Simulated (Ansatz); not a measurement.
# Time against size: Σ11 (332)[1-10] symmetric tilt boundary in Li (160 atoms) repeated, support functions

The cell holds 160 atoms: 160 Li. Its edges and angles: a = 9.928 Å, b = 11.641 Å, c = 33.127 Å, α = 90.0°, β = 90.0°, γ = 90.0°. It derives from Li (bcc). Bcc Li (a = 3.51 Å); two grains mirrored in (332), tilt axis [1-10], misorientation 129.52 deg; 2 x 2 boundary periods, 1 lattice periods a grain, two boundaries a cell, upper grain shifted by [0.214, 0.403] of the boundary cell and opened by 0.1 Å, one atom of each pair nearer than 2.493 Å removed; not relaxed, displaced by a Gaussian of 0.02 Å. Regions: lower grain, 88 atoms (88 Li); upper grain, 72 atoms (72 Li).

Calculated with Ansatz 0.2.0: Kohn-Sham DFT, revPBE, PAW (set soft_2), localised support functions (medium); the typed cell is repeated and solved at Γ on 1 × NVIDIA H100 80GB HBM3 with 6 threads of AMD EPYC 7R13 (Zen 3), shared host.

| atoms | wall time divided by the number of SCF cycles (s) | repeats | SCF cycles |
| --- | --- | --- | --- |
| 160 | 0.3271 | 1×1×1 | 14 |
| 320 | 0.5567 | 2×1×1 | 15 |
| 640 | ? | ? | ? |
| 1440 | 1.751 | 3×3×1 | 16 |
| 2560 | 3.952 | 4×4×1 | 17 |

**Question.** Fit a power law of the atom count to the rows given and interpolate to the withheld row.

Worked fit:

A power law y = A x^b is a line in u = ln x and v = ln y.

| u = ln x | v = ln y |
| --- | --- |
| 5.07517 | -1.11736 |
| 5.76832 | -0.585789 |
| 7.27240 | 0.560330 |
| 7.84776 | 1.37416 |

With n = 4: mean u = 6.49091, mean v = 0.0578363, Σ(u − ū)² = 4.9782, Σ(u − ū)(v − v̄) = 4.3076. Slope b = 4.3076 / 4.9782 = 0.86529; intercept a = v̄ − b ū = -5.5587.

At the withheld row u = 6.461, v = a + b u = 0.03236, and y = exp(v).

Prediction at 640: 1.033 s. The run gave 1.008 s, so the fit is high by 0.025 s (2.5 % of the value).

The fitted exponent is 0.87. Between neighbouring rows, the withheld one included, the exponents are 0.77, 0.86, 0.68 and 1.4, so one power law doesn't hold over the range. Among the rows given, the largest relative miss of the fit is at 1440, by 0.33 s (19 %).

Limits: One run a row; fixed overheads weigh on the small cells.

[Hosts, paths, dates, database ids (printed as entryN), source tags and the programs' standing remarks are cut or masked in the printed files.]
